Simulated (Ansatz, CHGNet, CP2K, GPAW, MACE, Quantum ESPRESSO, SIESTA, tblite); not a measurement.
# Running Σ5 (001) twist boundary in Ge (77 atoms) with SIESTA, part 2 of 2

Wanted: SIESTA inputs and outputs for Σ5 (001) twist boundary in Ge (77 atoms), checked against a plane-wave reference.

Program: SIESTA 5.4.2; the method stands at each step. Banners, paths, timers and routine set-up lines are dropped from the logs unmarked, and long logs keep their key lines alone; longer cuts are marked. The potentials were converted by us to PSML.

So far. Step 2 (PBE, DZP, shift 0.01 Ry, mesh 300 Ry): Forces lie 27 % from the reference's, at 0.30 times its CPU time (on 2 against 4 cores). Step 3 (PBE, SZP, shift 0.01 Ry, mesh 300 Ry): Against the first run (27 %), the force difference from the reference is 52 %, at 0.72 times the CPU time (on 1 against 2 cores), with 1078 basis functions against 1386: the smaller basis costs accuracy.

**4. BLYP, PBE potentials, DZP, shift 0.01 Ry, mesh 300 Ry**

Method: Kohn-Sham DFT, BLYP, PseudoDojo 0.4.1 norm-conserving pseudopotentials (converted to PSML), numerical atomic orbitals (DZP), diagonalisation.

input.fdf

```
SystemLabel cell
NumberOfAtoms 77
NumberOfSpecies 1
%block ChemicalSpeciesLabel
  1 32 Ge
%endblock ChemicalSpeciesLabel
LatticeConstant 1.0 Ang
%block LatticeVectors
  8.94608 0.00000 0.00000
  0.00000 8.94608 0.00000
  0.00000 0.00000 22.56460
%endblock LatticeVectors
PAO.BasisSize DZP
PAO.EnergyShift 0.01 Ry
XC.Functional GGA
XC.Authors BLYP
MeshCutoff 300 Ry
%block kgrid_Monkhorst_Pack
  1 0 0 0.0
  0 1 0 0.0
  0 0 1 0.0
%endblock kgrid_Monkhorst_Pack
SolutionMethod diagon
OccupationFunction FD
ElectronicTemperature 580 K
SCF.Mixer.Method Pulay
SCF.Mixer.Weight 0.05
SCF.Mixer.History 8
SCF.Mix Hamiltonian
MaxSCFIterations 300
SCF.DM.Tolerance 1e-04
SCF.H.Tolerance 1.0e-3 eV
WriteForces T
Write.HirshfeldPop T
Write.VoronoiPop T
Write.DM F
Write.H F
XML.Write F
AtomicCoordinatesFormat Fractional
%block AtomicCoordinatesAndAtomicSpecies
[... 77 atom lines left out: the same atoms as in the first run ...]
%endblock AtomicCoordinatesAndAtomicSpecies
```

The run is started by

```bash
$ OMP_NUM_THREADS=1 mpirun -np 2 siesta < input.fdf > output.txt
```

The program printed:

```text
Version         : 5.4.2
reinit: System Name:
reinit: System Label: cell
initatom: Reading input for the pseudopotentials and atomic orbitals ----------
Species number:   1 Atomic number:   32 Label: Ge
Ground state valence configuration (from tables):   4s02  4p02  4d00  4f00
---- Processing specs for species: Ge
GGA--PBE XC_GGA_X_PBE--XC_GGA_C_PBE pb
Semicore shell(s) with 10 electrons included in the valence for Ge
Semicore shell(s): 3d
Fallback to non-perturbative polarization scheme for Ge
Please see the manual if this is not desired in principle
Ge pseudopotential only contains V_ls up to l=2 -- lmxkb reset.
Using PAO.SplitTailNorm
%block ChemicalSpeciesLabel
    1   32 Ge                      # Species index, atomic number, species label
%endblock ChemicalSpeciesLabel
[... lines left out ...]
Total number of electrons:  1078.000000
[... lines left out ...]
stepf: Fermi-Dirac step function
        iscf     Eharris(eV)        E_KS(eV)     FreeEng(eV)     dDmax    Ef(eV) dHmax(eV)
[... lines left out ...]
SCF Convergence by DM+H criterion
[... lines left out ...]
SCF cycle converged after 21 iterations
[... lines left out ...]
   Max    2.253238
[... lines left out ...]
   Max    2.253238    constrained
Stress tensor Voigt[x,y,z,yz,xz,xy] (kbar):      -95.38      -84.93     -109.13        2.78       -9.98       -3.74
[... lines left out ...]
siesta: Program's energy decomposition (eV):
siesta: Ebs     =    -24010.677089
siesta: Eions   =    187191.863029
siesta: Ena     =      3629.397173
siesta: Ekin    =    140510.935587
siesta: Enl     =    -98503.810803
siesta: DEna    =       274.272082
siesta: DUscf   =         9.780900
siesta: Ex      =    -43490.928417
siesta: Ec      =     -1977.962922
siesta: Exc     =    -45468.891339
siesta: Eharris =   -186740.179439
siesta: Etot    =   -186740.179430
siesta: FreeEng =   -186740.431179
siesta: Final energy (eV):
siesta:  Band Struct. =  -24010.677089
siesta:       Kinetic =  140510.935587
siesta:       Hartree =   62070.985376
siesta:         Exch. =  -43490.928417
siesta:         Corr. =   -1977.962922
siesta:   Exch.-corr. =  -45468.891339
siesta:  Ion-electron = -258517.002613
siesta:       Ion-ion =  -85336.206440
siesta:         Total = -186740.179430
siesta:         Fermi =      -3.314744
siesta: Stress tensor (static) (eV/Ang**3):
siesta:    -0.059531   -0.002334   -0.006227
siesta:    -0.002334   -0.053009    0.001736
siesta:    -0.006227    0.001736   -0.068117
siesta: Cell volume =       1805.897905 Ang**3
siesta: Pressure (static):
siesta:                Solid            Molecule  Units
siesta:           0.00065587          0.00061723  Ry/Bohr**3
siesta:           0.06021901          0.05667162  eV/Ang**3
siesta:          96.48148989         90.79794405  kBar
    Orbital volume contribution        =          60.988169 eV
    (Free)E + p_basis*V_orbitals       =     -186679.443009 eV
    (Free)Eharris+ p_basis*V_orbitals  =     -186679.443018 eV
Hirshfeld Atomic Populations:
Atom #   charge [q] valence [e]  Species
     1    -0.015912   14.015912  Ge
     2    -0.016497   14.016497  Ge
     3    -0.028214   14.028214  Ge
[...]
--------------------
 Total    -0.000030
Voronoi Atomic Populations:
Atom #   charge [q] valence [e]  Species
[...]
76     0.032886   13.967114  Ge
    77     0.026881   13.973119  Ge
--------------------
 Total    -0.000029
```

Wall time 3.3 min (2 MPI ranks of Arm Neoverse V2, shared host); peak memory 1.8 GiB; 6.7 min of CPU time.

Compared with the plane-wave run:

```yaml
r_m_s_force_component: 0.4985 eV/Å
r_m_s_difference_of_force_components: 122.8 meV/Å
longest_difference_of_force_vectors: 583.4 meV/Å
force_difference_over_r_m_s_force: 30.22 %
slope_of_forces_against_the_reference_s: 1.206
correlation_of_force_components: 0.9837
pressure: 9.648 GPa
pressure_difference: 4.365 GPa
```

Against the first run (27 %), the force difference from the reference is 30 %, at 0.94 times the CPU time; the model has changed, so this is no error of the program alone.

**5. PBE, DZ, shift 0.01 Ry, mesh 300 Ry**

Method: Kohn-Sham DFT, PBE, PseudoDojo 0.4.1 norm-conserving pseudopotentials (converted to PSML), numerical atomic orbitals (DZ), diagonalisation.

input.fdf: that of step 4 with these lines changed.

```diff
@@ -12,6 +12,6 @@
 %endblock LatticeVectors
-PAO.BasisSize DZP
+PAO.BasisSize DZ
 PAO.EnergyShift 0.01 Ry
 XC.Functional GGA
-XC.Authors BLYP
+XC.Authors PBE
 MeshCutoff 300 Ry
```

The run is started by

```bash
$ OMP_NUM_THREADS=1 siesta < input.fdf > output.txt
```

The program printed:

```text
Version         : 5.4.2
reinit: System Name:
reinit: System Label: cell
initatom: Reading input for the pseudopotentials and atomic orbitals ----------
Species number:   1 Atomic number:   32 Label: Ge
Ground state valence configuration (from tables):   4s02  4p02  4d00  4f00
---- Processing specs for species: Ge
GGA--PBE XC_GGA_X_PBE--XC_GGA_C_PBE pb
Semicore shell(s) with 10 electrons included in the valence for Ge
Semicore shell(s): 3d
Ge pseudopotential only contains V_ls up to l=2 -- lmxkb reset.
Using PAO.SplitTailNorm
%block ChemicalSpeciesLabel
[... lines left out ...]
stepf: Fermi-Dirac step function
        iscf     Eharris(eV)        E_KS(eV)     FreeEng(eV)     dDmax    Ef(eV) dHmax(eV)
[... lines left out ...]
SCF Convergence by DM+H criterion
[... lines left out ...]
SCF cycle converged after 21 iterations
[... lines left out ...]
   Max    2.159504
[... lines left out ...]
   Max    2.159504    constrained
Stress tensor Voigt[x,y,z,yz,xz,xy] (kbar):      -56.74      -46.62      -68.88        3.70      -10.38       -1.63
[... lines left out ...]
siesta: FreeEng =   -187008.578364
[... lines left out ...]
siesta:       Kinetic =  141453.262794
siesta:       Hartree =   62288.981911
siesta:         Exch. =  -43439.120391
siesta:         Corr. =   -2410.788996
siesta:   Exch.-corr. =  -45849.909388
siesta:  Ion-electron = -259607.653204
siesta:       Ion-ion =  -85293.007371
siesta:         Total = -187008.325258
siesta:         Fermi =      -3.587507
siesta: Stress tensor (static) (eV/Ang**3):
siesta:    -0.035413   -0.001016   -0.006478
siesta:    -0.001016   -0.029098    0.002309
siesta:    -0.006478    0.002309   -0.042991
siesta: Cell volume =       1805.897905 Ang**3
siesta: Pressure (static):
siesta:                Solid            Molecule  Units
siesta:           0.00039028          0.00035410  Ry/Bohr**3
siesta:           0.03583394          0.03251160  eV/Ang**3
siesta:          57.41230449         52.08932002  kBar
    Orbital volume contribution        =          41.396907 eV
    (Free)E + p_basis*V_orbitals       =     -186967.181457 eV
    (Free)Eharris+ p_basis*V_orbitals  =     -186967.181454 eV
Hirshfeld Atomic Populations:
Atom #   charge [q] valence [e]  Species
     1    -0.022555   14.022555  Ge
     2    -0.014505   14.014505  Ge
     3    -0.037596   14.037596  Ge
[...]
--------------------
 Total     0.000017
Voronoi Atomic Populations:
Atom #   charge [q] valence [e]  Species
[...]
76     0.030919   13.969081  Ge
    77     0.035789   13.964211  Ge
--------------------
 Total     0.000017
```

The job ended after 2.6 min (1 thread; peak memory 0.96 GiB).

Numbers from this run, and their distance from the reference:

- r.m.s. force component: 0.4918 eV/Å
- r.m.s. difference of force components: 112.5 meV/Å
- longest difference of force vectors: 497.6 meV/Å
- force difference over r.m.s. force: 27.68 %
- slope of forces against the reference's: 1.194
- correlation of force components: 0.9865
- pressure: 5.741 GPa
- pressure difference: 0.4582 GPa

This is a coarse setting, run to see what it loses.

Against the first run (27 %), the force difference from the reference is 28 %, at 0.37 times the CPU time (on 1 against 2 cores), with 1001 basis functions against 1386.

**6. PBE, DZP, shift 0.01 Ry, mesh 700 Ry**

Method: Kohn-Sham DFT, PBE, PseudoDojo 0.4.1 norm-conserving pseudopotentials (converted to PSML), numerical atomic orbitals (DZP), diagonalisation.

input.fdf: that of step 5 with these lines changed.

```diff
@@ -12,3 +12,3 @@
 %endblock LatticeVectors
-PAO.BasisSize DZ
+PAO.BasisSize DZP
 PAO.EnergyShift 0.01 Ry
@@ -16,3 +16,3 @@
 XC.Authors PBE
-MeshCutoff 300 Ry
+MeshCutoff 700 Ry
 %block kgrid_Monkhorst_Pack
```

The run is started by

```bash
$ OMP_NUM_THREADS=1 mpirun -np 2 siesta < input.fdf > output.txt
```

The program printed:

```text
Version         : 5.4.2
reinit: System Name:
reinit: System Label: cell
initatom: Reading input for the pseudopotentials and atomic orbitals ----------
Species number:   1 Atomic number:   32 Label: Ge
Ground state valence configuration (from tables):   4s02  4p02  4d00  4f00
---- Processing specs for species: Ge
GGA--PBE XC_GGA_X_PBE--XC_GGA_C_PBE pb
[... lines left out ...]
        iscf     Eharris(eV)        E_KS(eV)     FreeEng(eV)     dDmax    Ef(eV) dHmax(eV)
[... lines left out ...]
SCF Convergence by DM+H criterion
[... lines left out ...]
SCF cycle converged after 22 iterations
[... lines left out ...]
   Max    2.188436
[... lines left out ...]
   Max    2.188436    constrained
Stress tensor Voigt[x,y,z,yz,xz,xy] (kbar):      -67.33      -56.84      -77.70        2.88       -9.73       -3.54
[... lines left out ...]
siesta: FreeEng =   -187040.832043
[... lines left out ...]
siesta:         Fermi =      -3.730954
[... lines left out ...]
siesta:    -0.002211   -0.035479    0.001799
siesta:    -0.006075    0.001799   -0.048496
siesta: Cell volume =       1805.897905 Ang**3
siesta: Pressure (static):
siesta:                Solid            Molecule  Units
siesta:           0.00045743          0.00041209  Ry/Bohr**3
siesta:           0.04199938          0.03783634  eV/Ang**3
siesta:          67.29043044         60.62049769  kBar
    Orbital volume contribution        =          61.829985 eV
    (Free)E + p_basis*V_orbitals       =     -186979.002058 eV
    (Free)Eharris+ p_basis*V_orbitals  =     -186979.002054 eV
Hirshfeld Atomic Populations:
Atom #   charge [q] valence [e]  Species
     1    -0.018924   14.018924  Ge
     2    -0.016743   14.016743  Ge
     3    -0.033393   14.033393  Ge
[...]
--------------------
 Total     0.000080
Voronoi Atomic Populations:
Atom #   charge [q] valence [e]  Species
[...]
76     0.032951   13.967049  Ge
    77     0.032718   13.967282  Ge
--------------------
 Total     0.000080
```

It took 11 min on 2 MPI ranks; peak memory 4.8 GiB.

Compared with the plane-wave run:

| Item | Value |
| --- | --- |
| r.m.s. force component | 0.4903 eV/Å |
| r.m.s. difference of force components | 110.7 meV/Å |
| longest difference of force vectors | 517 meV/Å |
| force difference over r.m.s. force | 27.24 % |
| slope of forces against the reference's | 1.19 |
| correlation of force components | 0.9869 |
| pressure | 6.729 GPa |
| pressure difference | 1.446 GPa |
| energy less the same-level run's | 5.821 meV/atom |
| r.m.s. force difference from the same-level run | 0.686 meV/Å |

This run lies far from the reference in forces at the same functional.

Against the first run (27 %), the force difference from the reference is 27 %, at 3.0 times the CPU time: the change moves forces by 0.69 meV/Å r.m.s., so most of the difference comes from elsewhere.

**7. The ladder**

Differences are against the plane-wave reference, forces as r.m.s. over components; share is that over the reference's r.m.s. force, slope the least-squares factor from reference forces to these. Total energies of different programs have different zeros and aren't compared.

```csv
run,"Δ force, r.m.s. (meV/Å)",share (%),slope,Δ pressure (GPa),cores,CPU time,memory (GiB)
reference,-,-,-,-,4,24 min,6.0
"SIESTA PBE, DZP, shift 0.01 Ry, mesh 300 Ry",111,27.2,1.190,1.51,2,7.2 min,1.8
"SIESTA PBE, SZP, shift 0.01 Ry, mesh 300 Ry (coarse)",212,52.1,1.378,3.69,1,5.1 min,1.4
"SIESTA BLYP, PBE potentials, DZP, shift 0.01 Ry, mesh 300 Ry",123,30.2,1.206,4.37,2,6.7 min,1.8
"SIESTA PBE, DZ, shift 0.01 Ry, mesh 300 Ry (coarse)",113,27.7,1.194,0.458,1,2.6 min,0.96
"SIESTA PBE, DZP, shift 0.01 Ry, mesh 700 Ry",111,27.2,1.190,1.45,2,21 min,4.8
```

Rows marked coarse were listed beforehand as settings not expected to be converged; some can still land near the reference.

CPU time is summed over cores on a shared host, where runs went side by side, so it is rough. Symmetry, cutoffs, thresholds, outputs and thread counts weren't matched or tuned between programs; memory under MPI is the largest rank's times the ranks.

Within one program, basis, potentials and functional, energies share a zero. Each run against its twin at the usual cutoff or grid and solver:

```csv
run,twin,Δ energy (meV/atom),"Δ force, r.m.s. (meV/Å)",CPU time over the twin's
"SIESTA PBE, DZP, shift 0.01 Ry, mesh 700 Ry","DZP, shift 0.01 Ry, mesh 300 Ry",5.82,0.686,3.0
```

**8. Outcome**

* nearest in forces: a tie at 27 % of 2 runs: SIESTA PBE, DZP, shift 0.01 Ry, mesh 300 Ry; SIESTA PBE, DZP, shift 0.01 Ry, mesh 700 Ry

What this shows: The PBE runs in local orbitals, coarse settings apart, differ by 27 % in each run; basis, grid and potentials can all enter. Rows with another functional or a dispersion term differ by 30 % (SIESTA BLYP, PBE potentials, DZP, shift 0.01 Ry, mesh 300 Ry), which mixes the change of model with differences of basis and potentials, some of them made for another functional. Runs with settings chosen to be coarse differ by 28 % (SIESTA PBE, DZ, shift 0.01 Ry, mesh 300 Ry) to 52 % (SIESTA PBE, SZP, shift 0.01 Ry, mesh 300 Ry), their programs' other errors included. Of the electronic-structure runs that take under half the reference's CPU time, SIESTA PBE, DZP, shift 0.01 Ry, mesh 300 Ry is among the nearest, at 27 % in 7.2 min against 24 min; its pressure misses by +1.5 GPa. SIESTA PBE, SZP, shift 0.01 Ry, mesh 300 Ry stiffens the forces by a factor of 1.38 while following their directions (correlation 0.968); the slopes of the 5 SIESTA runs lie between 1.19 and 1.38. In pressure, SIESTA PBE, SZP, shift 0.01 Ry, mesh 300 Ry misses by +3.7 GPa, at the same functional. The reference's pressure holds the uncorrected Pulay stress of its 45 Ry basis, so small pressure differences, and their order, may be the reference's own error. The host structure and its lattice constant were typed by rule, without a check against the phase diagram. The reference's pressure of 5.3 GPa says that the cell would expand at this level of theory. The electronic-structure runs sample only Γ, in a cell whose shortest periodic width is 9 Å, which is coarse for a cell with partly filled levels.

[Also dropped from logs without a mark: logging warnings of Python, and SIESTA's first energy breakdown and zero terms.]

[Logs are printed without paths, hosts, clocks, repeated set-up lines and the standing remarks that a program may print on its own settings, such as how far it seeks lower states.]

[Hosts, paths, dates, database ids (printed as entryN), source tags and the programs' standing remarks are cut or masked in the printed files.]
